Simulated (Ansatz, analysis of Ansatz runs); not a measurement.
# A defect in a sheet: Se_In in monolayer InSe, part 3 of 3

We look for the structure, spin, formation energy and gap states of neutral Se_In in monolayer InSe. Model: a cell of 36 host atoms with 1 In taken out and 1 Se put in.

Ansatz 0.2.0; plane-wave PAW DFT, PBEsol and LDA; supercells relaxed in a periodic cell with vacuum, the primitive cell and the final single points with the Coulomb interaction cut along the normal.

So far, gap on the k-mesh (eV): step 4 (band edges against the vacuum level) 1.65.

## Step 6: Energies and states on the vacuum scale (continued)

Level of this step: plane-wave PAW DFT, PBEsol, Coulomb cut-off along the normal; single point of a defect in a monolayer on the structure relaxed with PBEsol; PAW set soft_1 (Ansatz).

From eigenstates.tsv, first k-point; energies on the run's zero. The participation number counts the atoms that a state is spread over, of 36; bands count from 0.

| spin | band | energy (eV) | occupation | participation | largest share on | share |
| --- | --- | --- | --- | --- | --- | --- |
| down | 256 | -6.370 | 1.00 | 22.3 | Se24 | 0.11 |
| down | 257 | -6.331 | 1.00 | 22.4 | Se35 | 0.07 |
| down | 258 | -6.311 | 1.00 | 22.0 | Se28 | 0.07 |
| down | 259 | -6.271 | 1.00 | 19.0 | Se4 | 0.14 |
| down | 260 | -6.095 | 1.00 | 27.3 | Se11 | 0.06 |
| down | 261 | -5.966 | 1.00 | 9.2 | Se8 | 0.18 |
| down | 262 | -5.216 | 0.00 | 4.3 | Se4 | 0.38 |
| down | 263 | -4.236 | 0.00 | 32.8 | Se28 | 0.04 |
| down | 264 | -4.078 | 0.00 | 6.0 | Se18 | 0.29 |
| down | 265 | -3.860 | 0.00 | 12.1 | In17 | 0.19 |
| down | 266 | -3.607 | 0.00 | 21.5 | In25 | 0.08 |
| up | 257 | -6.338 | 1.00 | 22.4 | Se20 | 0.07 |
| up | 258 | -6.319 | 1.00 | 21.4 | Se28 | 0.08 |
| up | 259 | -6.310 | 1.00 | 21.2 | Se4 | 0.12 |
| up | 260 | -6.123 | 1.00 | 19.1 | Se8 | 0.09 |
| up | 261 | -6.090 | 1.00 | 20.0 | Se18 | 0.10 |
| up | 262 | -5.630 | 1.00 | 5.6 | Se4 | 0.29 |
| up | 263 | -4.245 | 0.00 | 32.8 | Se28 | 0.04 |
| up | 264 | -4.171 | 0.00 | 5.6 | Se18 | 0.30 |
| up | 265 | -3.894 | 0.00 | 11.4 | In17 | 0.20 |
| up | 266 | -3.613 | 0.00 | 20.7 | In25 | 0.08 |
| up | 267 | -3.549 | 0.00 | 22.0 | In25 | 0.10 |

Under PBEsol at the first k-point of a 2×2×1 Γ-centred mesh, the highest filled state is spin up, spread over 6 of 36 atoms, and the lowest empty one, 0.41 eV above it, is spin down, spread over 4 of 36 atoms.

The largest moments in the atoms' spheres: Se4 0.25, Se18 0.21, Se8 0.05, Se20 0.05, Se32 0.02, Se3 0.01 μB.

Formation energy from total energies, with In (body-centred tetragonal) and Se (trigonal (grey) selenium) as references:

```
total moment (μB)  formation energy (eV)
                1                   2.50
                3                   3.04
```

At the limits that the elements set: 3.44 eV (In-rich) and 1.56 eV (Se-rich); other compounds of these elements are not counted.

Levels in the gap that spread over about a quarter of the atoms at most (wider ones, and those within about 0.1 eV of an edge, are left out):

```
spin  occupation  above the perfect sheet's valence top (eV)  atoms it spreads over
down        0.00                                        0.79                    4.3
  up        1.00                                        0.37                    5.6
```

## Step 7: The same structures under LDA

LDA on the structures relaxed with PBEsol shows how much of the energy belongs to the functional at a fixed structure; lattice and atoms are not at rest under it.

q0_M1.point.lda/input.yaml

```yaml
crystal:
  lattice:
    - [11.98819588, 8.6e-07, 0.0]
    - [-5.99409868, 10.38208175, 0.0]
    - [0.0, 0.0, 38.0]
  atoms:
    - { symbol: In, position: [-0.0020862, -0.00137423, 0.53511005] }
    - { symbol: In, position: [0.00344645, 0.00083305, 0.46228878] }
[... 1 atom line left out ...]
    - { symbol: Se, position: [0.22029198, 0.10684474, 0.42846968] }
[... 3 atom lines left out ...]
    - { symbol: Se, position: [0.20298053, 0.44482624, 0.4325306] }
[... 8 atom lines left out ...]
    - { symbol: In, position: [0.33707381, 0.33981856, 0.53262895] }
    - { symbol: Se, position: [0.35478392, 0.37540089, 0.46153617] }
[... 1 atom line left out ...]
    - { symbol: Se, position: [0.57549218, 0.4448598, 0.43282373] }
[... 15 atom lines left out ...]
    - { symbol: Se, position: [0.89070933, 0.77718996, 0.42918243] }
  periodic: [true, true, false]
basis:
  ecutwfc: 420
  xc_grid: 2
hamiltonian:
  xc: lda
  pseudopotentials: { kind: paw, azcp: { folder: soft_1 }, xc_functional: pbe }
kpoints:
  mp_grid: { grid: [2, 2, 1] }
magnetization:
  spin_polarized: true
  initial_magnetization: 1
  spin_locking: { lock_magnetization: hard }
scf:
  occupations: { method: fixed }
  max_iter: 60
output:
  forces: true
  eigenvalues: true
checkpoint:
  write: "../q0_M1.point.lda.run"
  compress: false
  write_wavefunctions: false
  write_every: 100000
```

The run is started by

```
$ ansatz run input.yaml --threads 32 --pin off --max-ram 84787MiB --backend cuda --events-out ev --progress --plain --runs-dir out --max-vram 78GiB
```

The program printed:

```text
[...]
Crystal: 36 atoms, lattice volume = 4729.573 Å³
Basis set: ecut = 420 eV, 92257 PW (Γ), exchange–correlation on 162×162×512 points (8 copies of the dense FFT grid, shifted against one another)
Bands: 316, of which v1, the nominal top of the filled ones, is band 263 counted from 1 (262 counted from 0)
[...]
k-points: 4
[...]
SCF iter   1: F=—  HF=-195072.608153 eV  |F-HF|=—  |Δ(HF+E_count)|=         —  Δρ=7.13e-3 (↑7.13e-3 ↓6.73e-3)  dr2=1.63e1  dr2_m=9.49e-2  M=1.000 μB ∫|m|=1.019 μB  β_m=0.30  ethr=3.10e-3  ⟨swp⟩=6.8  H [...]
[...]
SCF iter   2: F=—  HF=-195068.659691 eV  |F-HF|=—  |Δ(HF+E_count)|=    3.95e0  Δρ=4.11e-3 (↑4.11e-3 ↓3.93e-3)  dr2=3.58e0  dr2_m=5.54e-2  M=1.000 μB ∫|m|=1.021 μB  β_m=0.38  ethr=3.10e-3  ⟨swp⟩=2.9  H [...]
[...]
SCF iter   6: F=—  HF=-195067.804804 eV  |F-HF|=—  |Δ(HF+E_count)|=   2.59e-2  Δρ=3.46e-4 (↑2.96e-4 ↓3.46e-4)  dr2=4.65e-2  dr2_m=4.68e-4  M=1.000 μB ∫|m|=1.050 μB  β_m=0.32  ethr=7.10e-5  ⟨swp⟩=3.5   [...]
[...]
SCF iter  17: F=-195067.804112 eV  HF=-195067.804112 eV  |F-HF|=4.66e-10  |Δ(HF+E_count)|=  6.69e-10  Δρ=1.06e-7 (↑9.17e-8 ↓1.06e-7)  dr2=3.35e-9  dr2_m=2.65e-10  M=1.000 μB ∫|m|=1.058 μB  β_m=0.40  e [...]
[...]
SCF 1 converged in 18 iterations: F = -195067.804112 eV  dr2 = 6.56e-11
[...]
SCF converged after 18 iterations
[...]
```

It took 13 s on 1 × NVIDIA GB200 with 32 threads of Arm Neoverse V2, shared host; peak memory 2.2 GiB.

Formation energy from total energies, with In (body-centred tetragonal) and Se (trigonal (grey) selenium) as references:

```csv
total moment (μB),formation energy (eV)
1,2.53
3,3.20
```

At the limits that the elements set: 3.39 eV (In-rich) and 1.66 eV (Se-rich); other compounds of these elements are not counted.

Against PBEsol the formation energy goes from 2.50 to 2.53 eV.

## Step 8: Summary of results

```yaml
valence_top_of_the_perfect_sheet_below_vacuum: 6.00 eV
gap_of_the_perfect_sheet_pbesol_on_this_mesh_alone: 1.65 eV
largest_displacement_common_shift_taken_out: 0.45 Å
atoms_nearest_to_the_centre: Se 0.44, In 2.63, Se 2.70, Se 2.77, Se 2.78, In 3.97, In 3.97 Å
formation_energy_elements_as_references_pbesol: 2.50 eV
formation_energy_elements_as_references_lda: 2.53 eV
moment_of_the_lowest_state_among_those_obtained: 1 μB
levels_over_0p1_ev_inside_the_gap_on_about_a_quarter_of_the_atoms_or_fewer: 2
```

**Reading.** Under PBEsol the neutral defect costs 2.50 eV against the perfect sheet and the elements' reference phases, lowest with the moment held at 1 μB; the state with 3 μB lies 0.54 eV higher. The two ended in unlike structures (atoms up to 0.7 Å apart), and neither moment was tried on the other's structure, so this difference is not that of the spin alone. 2 localised Kohn–Sham levels lie inside the gap, counting those on about a quarter of the atoms or fewer and clear of the band edges; the highest filled one is 0.37 eV above the valence top; the lowest empty one is 0.86 eV below the conduction bottom. Across PBEsol and LDA the formation energy spans 0.03 eV on one structure. Limits: the images lie 12.0 Å apart in the plane; semilocal functionals make the gap too small and spread bound carriers; Kohn–Sham levels are not transition levels, and excitons, strong in sheets, are left out; a free-standing sheet, no substrate.

[Logs are printed without paths, hosts, clocks, repeated set-up lines and the standing remarks that a program may print on its own settings, such as how far it seeks lower states.]

[Hosts, paths, dates, database ids (printed as entryN), source tags and the programs' standing remarks are cut or masked in the printed files.]

[Maps of the electrostatic potential energy from Ansatz leave out the sawtooth potential of an applied field or a dipole correction, so their vacuum need not be flat.]
